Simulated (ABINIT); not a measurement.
# InSbSe3 (Pm-3m): zone-centre phonons, part 3 of 4

Aim: the zone-centre modes of InSbSe3 (Pm-3m).

ABINIT 10.8.3; DFT LDA, scalar-relativistic, plane waves, HGH norm-conserving pseudopotentials.

So far. Step 5 (Ground state): The cell stands at -0.88 GPa: the relaxation ran with a smoothed and higher cutoff, and the difference is a stress of the finite basis. Step 6 (Linear response at Γ): The acoustic modes at Γ come out as far as 3.2 cm⁻¹ from zero, where they should vanish, a small numerical error. The lowest optical mode is imaginary, 101i cm⁻¹, an instability at this level and on this k mesh. The relaxed cell has a = 5.214 Å (conventional setting).

The structure was built from a prototype and need not be the compound's stable phase.

## Step 7: Modes with the sum rule

anaddb reads the merged derivatives and imposes the acoustic sum rule.

Input file anaddb.abi:

```
ddb_filepath "gamma_DDB"
output_file "anaddb.abo"
outdata_prefix "anaddb"
asr 1
chneut 1
enunit 2
eivec 1
nph1l 1
qph1l 0.0 0.0 0.0 1.0
```

Input file mrgddb.in:

```
gamma_DDB
merged
2
dfpt_gammao_DDB
gso_DDB
```

Launch:

```console
$ mrgddb < mrgddb.in > mrgddb.log
$ OMP_NUM_THREADS=1 anaddb anaddb.abi > anaddb.log
```

anaddb.abo, the main output file:

```text
-outvars_anaddb: echo values of input variables ----------------------

 Miscellaneous information :
      enunit         2
       eivec         1
         asr         1
 First list of wavevector (reduced coord.) :
       nph1l         1
       qph1l
                     0.00000000E+00  0.00000000E+00  0.00000000E+00    1.000E+00

================================================================================

 read the DDB information and perform some checks

  ==== Info on the Cryst% object ====
 Real(R)+Recip(G) space primitive vectors, cartesian coordinates (Bohr,Bohr^-1):
 R(1)=  9.8526452  0.0000000  0.0000000  G(1)=  0.1014956  0.0000000  0.0000000
 R(2)=  0.0000000  9.8526452  0.0000000  G(2)=  0.0000000  0.1014956  0.0000000
 R(3)=  0.0000000  0.0000000  9.8526452  G(3)=  0.0000000  0.0000000  0.1014956
 Unit cell volume ucvol=  9.5644176E+02 bohr^3
 Angles (23,13,12)=  9.00000000E+01  9.00000000E+01  9.00000000E+01 degrees
 Time-reversal symmetry is present
 Reduced atomic positions [iatom, xred, symbol]:
    1)    0.0000000  0.0000000  0.0000000  In
    2)    0.5000000  0.5000000  0.5000000  Sb
    3)    0.5000000  0.5000000  0.0000000  Se
    4)    0.5000000  0.0000000  0.5000000  Se
    5)    0.0000000  0.5000000  0.5000000  Se

 DDB file with 3 blocks has been read.

================================================================================

 Treat the first list of vectors

  Phonon wavevector (reduced coordinates) :  0.00000  0.00000  0.00000
 Phonon energies in Hartree :
  -4.585944E-04 -4.585944E-04 -4.585944E-04 -4.230059E-04 -4.230059E-04
  -4.230059E-04 -2.212645E-04 -2.212645E-04 -2.212645E-04  0.000000E+00
   0.000000E+00  0.000000E+00  7.147129E-04  7.147129E-04  7.147129E-04
 Phonon energies in meV     :
- -1.247899E+01 -1.247899E+01 -1.247899E+01 -1.151058E+01 -1.151058E+01
- -1.151058E+01 -6.020913E+00 -6.020913E+00 -6.020913E+00  0.000000E+00
-  0.000000E+00  0.000000E+00  1.944833E+01  1.944833E+01  1.944833E+01
 Phonon frequencies in cm-1    :
- -1.006498E+02 -1.006498E+02 -1.006498E+02 -9.283907E+01 -9.283907E+01
- -9.283907E+01 -4.856194E+01 -4.856194E+01 -4.856194E+01  0.000000E+00
-  0.000000E+00  0.000000E+00  1.568614E+02  1.568614E+02  1.568614E+02
 Phonon frequencies in Thz     :
- -3.017406E+00 -3.017406E+00 -3.017406E+00 -2.783245E+00 -2.783245E+00
- -2.783245E+00 -1.455850E+00 -1.455850E+00 -1.455850E+00  0.000000E+00
-  0.000000E+00  0.000000E+00  4.702585E+00  4.702585E+00  4.702585E+00
 Phonon energies in Kelvin  :
- -1.448127E+02 -1.448127E+02 -1.448127E+02 -1.335747E+02 -1.335747E+02
- -1.335747E+02 -6.986979E+01 -6.986979E+01 -6.986979E+01  0.000000E+00
-  0.000000E+00  0.000000E+00  2.256885E+02  2.256885E+02  2.256885E+02

 Eigendisplacements
 (will be given, for each mode : in cartesian coordinates
   for each atom the real part of the displacement vector,
   then the imaginary part of the displacement vector - absolute values smaller than 1.0d-7 are set to zero)
  Mode number    1   Energy   -4.585944E-04
 Attention : low frequency mode.
   (Could be unstable or acoustic mode)
-  1  0.00000000E+00  0.00000000E+00  5.53689396E-04
-     0.00000000E+00  0.00000000E+00  0.00000000E+00
-  2  0.00000000E+00  0.00000000E+00  1.13691511E-03
-     0.00000000E+00  0.00000000E+00  0.00000000E+00
-  3  0.00000000E+00  0.00000000E+00  3.92869286E-04
-     0.00000000E+00  0.00000000E+00  0.00000000E+00
-  4  0.00000000E+00  0.00000000E+00 -1.47552031E-03
-     0.00000000E+00  0.00000000E+00  0.00000000E+00
-  5  0.00000000E+00  0.00000000E+00 -1.47552031E-03
-     0.00000000E+00  0.00000000E+00  0.00000000E+00
  Mode number    2   Energy   -4.585944E-04
 Attention : low frequency mode.
   (Could be unstable or acoustic mode)
-  1  0.00000000E+00  5.53689396E-04  0.00000000E+00
-     0.00000000E+00  0.00000000E+00  0.00000000E+00
-  2  0.00000000E+00  1.13691511E-03  0.00000000E+00
-     0.00000000E+00  0.00000000E+00  0.00000000E+00
-  3  0.00000000E+00 -1.47552031E-03  0.00000000E+00
-     0.00000000E+00  0.00000000E+00  0.00000000E+00
-  4  0.00000000E+00  3.92869286E-04  0.00000000E+00
-     0.00000000E+00  0.00000000E+00  0.00000000E+00
-  5  0.00000000E+00 -1.47552031E-03  0.00000000E+00
-     0.00000000E+00  0.00000000E+00  0.00000000E+00
  Mode number    3   Energy   -4.585944E-04
 Attention : low frequency mode.
   (Could be unstable or acoustic mode)
-  1  5.53689396E-04  0.00000000E+00  0.00000000E+00
-     0.00000000E+00  0.00000000E+00  0.00000000E+00
-  2  1.13691511E-03  0.00000000E+00  0.00000000E+00
-     0.00000000E+00  0.00000000E+00  0.00000000E+00
-  3 -1.47552031E-03  0.00000000E+00  0.00000000E+00
-     0.00000000E+00  0.00000000E+00  0.00000000E+00
-  4 -1.47552031E-03  0.00000000E+00  0.00000000E+00
-     0.00000000E+00  0.00000000E+00  0.00000000E+00
-  5  3.92869286E-04  0.00000000E+00  0.00000000E+00
-     0.00000000E+00  0.00000000E+00  0.00000000E+00
  Mode number    4   Energy   -4.230059E-04
 Attention : low frequency mode.
   (Could be unstable or acoustic mode)
-  1  0.00000000E+00  0.00000000E+00  0.00000000E+00
-     0.00000000E+00  0.00000000E+00  0.00000000E+00
-  2  0.00000000E+00  0.00000000E+00  0.00000000E+00
-     0.00000000E+00  0.00000000E+00  0.00000000E+00
-  3  0.00000000E+00  0.00000000E+00  0.00000000E+00
-     0.00000000E+00  0.00000000E+00  0.00000000E+00
-  4  0.00000000E+00  0.00000000E+00  1.86380890E-03
-     0.00000000E+00  0.00000000E+00  0.00000000E+00
-  5  0.00000000E+00  0.00000000E+00 -1.86380890E-03
-     0.00000000E+00  0.00000000E+00  0.00000000E+00
  Mode number    5   Energy   -4.230059E-04
 Attention : low frequency mode.
   (Could be unstable or acoustic mode)
-  1  0.00000000E+00  0.00000000E+00  0.00000000E+00
-     0.00000000E+00  0.00000000E+00  0.00000000E+00
-  2  0.00000000E+00  0.00000000E+00  0.00000000E+00
-     0.00000000E+00  0.00000000E+00  0.00000000E+00
-  3  0.00000000E+00 -1.86380890E-03  0.00000000E+00
-     0.00000000E+00  0.00000000E+00  0.00000000E+00
-  4  0.00000000E+00  0.00000000E+00  0.00000000E+00
-     0.00000000E+00  0.00000000E+00  0.00000000E+00
-  5  0.00000000E+00  1.86380890E-03  0.00000000E+00
-     0.00000000E+00  0.00000000E+00  0.00000000E+00
  Mode number    6   Energy   -4.230059E-04
 Attention : low frequency mode.
   (Could be unstable or acoustic mode)
-  1  0.00000000E+00  0.00000000E+00  0.00000000E+00
-     0.00000000E+00  0.00000000E+00  0.00000000E+00
-  2  0.00000000E+00  0.00000000E+00  0.00000000E+00
-     0.00000000E+00  0.00000000E+00  0.00000000E+00
-  3  1.86380890E-03  0.00000000E+00  0.00000000E+00
-     0.00000000E+00  0.00000000E+00  0.00000000E+00
-  4 -1.86380890E-03  0.00000000E+00  0.00000000E+00
-     0.00000000E+00  0.00000000E+00  0.00000000E+00
-  5  0.00000000E+00  0.00000000E+00  0.00000000E+00
-     0.00000000E+00  0.00000000E+00  0.00000000E+00
  Mode number    7   Energy   -2.212645E-04
 Attention : low frequency mode.
   (Could be unstable or acoustic mode)
-  1  0.00000000E+00  0.00000000E+00 -1.81990781E-03
-     0.00000000E+00  0.00000000E+00  0.00000000E+00
-  2  0.00000000E+00  0.00000000E+00  9.93607274E-04
-     0.00000000E+00  0.00000000E+00  0.00000000E+00
-  3  0.00000000E+00  0.00000000E+00  7.32059519E-04
-     0.00000000E+00  0.00000000E+00  0.00000000E+00
-  4  0.00000000E+00  0.00000000E+00  1.91177960E-04
-     0.00000000E+00  0.00000000E+00  0.00000000E+00
-  5  0.00000000E+00  0.00000000E+00  1.91177960E-04
-     0.00000000E+00  0.00000000E+00  0.00000000E+00
  Mode number    8   Energy   -2.212645E-04
 Attention : low frequency mode.
   (Could be unstable or acoustic mode)
-  1  0.00000000E+00  1.81990781E-03  0.00000000E+00
-     0.00000000E+00  0.00000000E+00  0.00000000E+00
-  2  0.00000000E+00 -9.93607274E-04  0.00000000E+00
-     0.00000000E+00  0.00000000E+00  0.00000000E+00
-  3  0.00000000E+00 -1.91177960E-04  0.00000000E+00
-     0.00000000E+00  0.00000000E+00  0.00000000E+00
-  4  0.00000000E+00 -7.32059519E-04  0.00000000E+00
-     0.00000000E+00  0.00000000E+00  0.00000000E+00
-  5  0.00000000E+00 -1.91177960E-04  0.00000000E+00
-     0.00000000E+00  0.00000000E+00  0.00000000E+00
  Mode number    9   Energy   -2.212645E-04
 Attention : low frequency mode.
   (Could be unstable or acoustic mode)
-  1  1.81990781E-03  0.00000000E+00  0.00000000E+00
-     0.00000000E+00  0.00000000E+00  0.00000000E+00
-  2 -9.93607274E-04  0.00000000E+00  0.00000000E+00
-     0.00000000E+00  0.00000000E+00  0.00000000E+00
-  3 -1.91177960E-04  0.00000000E+00  0.00000000E+00
-     0.00000000E+00  0.00000000E+00  0.00000000E+00
-  4 -1.91177960E-04  0.00000000E+00  0.00000000E+00
-     0.00000000E+00  0.00000000E+00  0.00000000E+00
-  5 -7.32059519E-04  0.00000000E+00  0.00000000E+00
-     0.00000000E+00  0.00000000E+00  0.00000000E+00
  Mode number   10   Energy    0.000000E+00
 Attention : low frequency mode.
   (Could be unstable or acoustic mode)
-  1  0.00000000E+00  0.00000000E+00  1.07644015E-03
-     0.00000000E+00  0.00000000E+00  0.00000000E+00
-  2  0.00000000E+00  0.00000000E+00  1.07639721E-03
-     0.00000000E+00  0.00000000E+00  0.00000000E+00
-  3  0.00000000E+00  0.00000000E+00  1.07640355E-03
-     0.00000000E+00  0.00000000E+00  0.00000000E+00
-  4  0.00000000E+00  0.00000000E+00  1.07642932E-03
-     0.00000000E+00  0.00000000E+00  0.00000000E+00
-  5  0.00000000E+00  0.00000000E+00  1.07642932E-03
-     0.00000000E+00  0.00000000E+00  0.00000000E+00
  Mode number   11   Energy    0.000000E+00
 Attention : low frequency mode.
   (Could be unstable or acoustic mode)
-  1  0.00000000E+00  1.07644015E-03  0.00000000E+00
-     0.00000000E+00  0.00000000E+00  0.00000000E+00
-  2  0.00000000E+00  1.07639721E-03  0.00000000E+00
-     0.00000000E+00  0.00000000E+00  0.00000000E+00
-  3  0.00000000E+00  1.07642932E-03  0.00000000E+00
-     0.00000000E+00  0.00000000E+00  0.00000000E+00
-  4  0.00000000E+00  1.07640355E-03  0.00000000E+00
-     0.00000000E+00  0.00000000E+00  0.00000000E+00
-  5  0.00000000E+00  1.07642932E-03  0.00000000E+00
-     0.00000000E+00  0.00000000E+00  0.00000000E+00
  Mode number   12   Energy    0.000000E+00
 Attention : low frequency mode.
   (Could be unstable or acoustic mode)
-  1  1.07644015E-03  0.00000000E+00  0.00000000E+00
-     0.00000000E+00  0.00000000E+00  0.00000000E+00
-  2  1.07639721E-03  0.00000000E+00  0.00000000E+00
-     0.00000000E+00  0.00000000E+00  0.00000000E+00
-  3  1.07642932E-03  0.00000000E+00  0.00000000E+00
-     0.00000000E+00  0.00000000E+00  0.00000000E+00
-  4  1.07642932E-03  0.00000000E+00  0.00000000E+00
-     0.00000000E+00  0.00000000E+00  0.00000000E+00
-  5  1.07640355E-03  0.00000000E+00  0.00000000E+00
-     0.00000000E+00  0.00000000E+00  0.00000000E+00
  Mode number   13   Energy    7.147129E-04
-  1  0.00000000E+00  0.00000000E+00  1.94553975E-05
-     0.00000000E+00  0.00000000E+00  0.00000000E+00
-  2  0.00000000E+00  0.00000000E+00  1.03306170E-03
-     0.00000000E+00  0.00000000E+00  0.00000000E+00
-  3  0.00000000E+00  0.00000000E+00 -2.25802241E-03
-     0.00000000E+00  0.00000000E+00  0.00000000E+00
-  4  0.00000000E+00  0.00000000E+00  3.18393376E-04
-     0.00000000E+00  0.00000000E+00  0.00000000E+00
-  5  0.00000000E+00  0.00000000E+00  3.18393376E-04
-     0.00000000E+00  0.00000000E+00  0.00000000E+00
  Mode number   14   Energy    7.147129E-04
-  1  0.00000000E+00 -1.94553975E-05  0.00000000E+00
-     0.00000000E+00  0.00000000E+00  0.00000000E+00
-  2  0.00000000E+00 -1.03306170E-03  0.00000000E+00
-     0.00000000E+00  0.00000000E+00  0.00000000E+00
-  3  0.00000000E+00 -3.18393376E-04  0.00000000E+00
-     0.00000000E+00  0.00000000E+00  0.00000000E+00
-  4  0.00000000E+00  2.25802241E-03  0.00000000E+00
-     0.00000000E+00  0.00000000E+00  0.00000000E+00
-  5  0.00000000E+00 -3.18393376E-04  0.00000000E+00
-     0.00000000E+00  0.00000000E+00  0.00000000E+00
  Mode number   15   Energy    7.147129E-04
-  1  1.94553975E-05  0.00000000E+00  0.00000000E+00
-     0.00000000E+00  0.00000000E+00  0.00000000E+00
-  2  1.03306170E-03  0.00000000E+00  0.00000000E+00
-     0.00000000E+00  0.00000000E+00  0.00000000E+00
-  3  3.18393376E-04  0.00000000E+00  0.00000000E+00
-     0.00000000E+00  0.00000000E+00  0.00000000E+00
-  4  3.18393376E-04  0.00000000E+00  0.00000000E+00
-     0.00000000E+00  0.00000000E+00  0.00000000E+00
-  5 -2.25802241E-03  0.00000000E+00  0.00000000E+00
-     0.00000000E+00  0.00000000E+00  0.00000000E+00

 Analysis of degeneracies and characters (maximum tolerance=1.00E-06 a.u.)
 For each vibration mode, or group of modes if degenerate,
 the characters are given for each symmetry operation (see the list in the log file).
 Symmetry characters of vibration mode #   1
       degenerate with vibration modes #   2 to    3
  3.0 -3.0 -1.0  1.0 -1.0  1.0 -1.0  1.0  1.0 -1.0 -1.0  1.0  1.0 -1.0 -1.0  1.0
  0.0 -0.0  0.0 -0.0 -0.0  0.0 -0.0  0.0  1.0 -1.0 -1.0  1.0 -1.0  1.0  1.0 -1.0
  0.0 -0.0 -0.0  0.0 -0.0  0.0  0.0 -0.0  1.0 -1.0  1.0 -1.0 -1.0  1.0 -1.0  1.0
 Symmetry characters of vibration mode #   4
       degenerate with vibration modes #   5 to    6
  3.0 -3.0 -1.0  1.0 -1.0  1.0 -1.0  1.0 -1.0  1.0  1.0 -1.0 -1.0  1.0  1.0 -1.0
  0.0 -0.0  0.0 -0.0 -0.0  0.0 -0.0  0.0 -1.0  1.0  1.0 -1.0  1.0 -1.0 -1.0  1.0
  0.0 -0.0 -0.0  0.0 -0.0  0.0  0.0 -0.0 -1.0  1.0 -1.0  1.0  1.0 -1.0  1.0 -1.0
 Symmetry characters of vibration mode #   7
       degenerate with vibration modes #   8 to    9
  3.0 -3.0 -1.0  1.0 -1.0  1.0 -1.0  1.0  1.0 -1.0 -1.0  1.0  1.0 -1.0 -1.0  1.0
 -0.0  0.0 -0.0  0.0  0.0 -0.0  0.0 -0.0  1.0 -1.0 -1.0  1.0 -1.0  1.0  1.0 -1.0
 -0.0  0.0  0.0 -0.0  0.0 -0.0 -0.0  0.0  1.0 -1.0  1.0 -1.0 -1.0  1.0 -1.0  1.0
 Symmetry characters of vibration mode #  10
       degenerate with vibration modes #  11 to   12
  3.0 -3.0 -1.0  1.0 -1.0  1.0 -1.0  1.0  1.0 -1.0 -1.0  1.0  1.0 -1.0 -1.0  1.0
  0.0 -0.0  0.0 -0.0 -0.0  0.0 -0.0  0.0  1.0 -1.0 -1.0  1.0 -1.0  1.0  1.0 -1.0
  0.0 -0.0 -0.0  0.0 -0.0  0.0  0.0 -0.0  1.0 -1.0  1.0 -1.0 -1.0  1.0 -1.0  1.0
 Symmetry characters of vibration mode #  13
       degenerate with vibration modes #  14 to   15
  3.0 -3.0 -1.0  1.0 -1.0  1.0 -1.0  1.0  1.0 -1.0 -1.0  1.0  1.0 -1.0 -1.0  1.0
 -0.0  0.0  0.0 -0.0  0.0 -0.0 -0.0  0.0  1.0 -1.0 -1.0  1.0 -1.0  1.0  1.0 -1.0
 -0.0  0.0  0.0 -0.0 -0.0  0.0  0.0 -0.0  1.0 -1.0  1.0 -1.0 -1.0  1.0 -1.0  1.0
-
```

Wall time 0.51 s (1 thread of Arm Neoverse V1, shared host).

Read from the output:

| Item | Value |
| --- | --- |
| lowest optical zone-centre mode | -100.7 cm⁻¹ |

No LO-TO term; unit eigenvectors of the mass-weighted matrix, from anaddb's displacements. Modes at Γ, with each element's share of the kinetic energy (negative means imaginary):

```csv
mode,frequency (cm⁻¹),symmetry,In %,Sb %,Se %
1,-100.6,T1u,6,29,65
2,-100.6,T1u,6,29,65
3,-100.6,T1u,6,29,65
4,-92.8,T2u,0,0,100
5,-92.8,T2u,0,0,100
6,-92.8,T2u,0,0,100
7,-48.6,T1u,69,22,9
8,-48.6,T1u,69,22,9
9,-48.6,T1u,69,22,9
10,0.0,acoustic,24,26,50
11,0.0,acoustic,24,26,50
12,0.0,acoustic,24,26,50
13,156.9,T1u,0,24,76
14,156.9,T1u,0,24,76
15,156.9,T1u,0,24,76
```

Displacements in mode 1 (-100.6 cm⁻¹), the largest set to 1:
```
In1  0.00  0.00  0.38
Sb2  0.00  0.00  0.77
Se3  0.00  0.00  0.27
Se4  0.00  0.00 -1.00
Se5  0.00  0.00 -1.00
```

Displacements in mode 4 (-92.8 cm⁻¹), the largest set to 1:
```
In1  0.00  0.00  0.00
Sb2  0.00  0.00  0.00
Se3  0.00  0.00  0.00
Se4  0.00  0.00  1.00
Se5  0.00  0.00 -1.00
```

The rule moves no optical mode by more than 0.2 cm⁻¹.

(Continued in part 4 of 4.)

[Host names and launcher messages were left out of these logs when they were recorded.]

[Logs are printed without paths, hosts, clocks, repeated set-up lines and the standing remarks that a program may print on its own settings, such as how far it seeks lower states.]

[Hosts, paths, dates, database ids (printed as entryN), source tags and the programs' standing remarks are cut or masked in the printed files.]
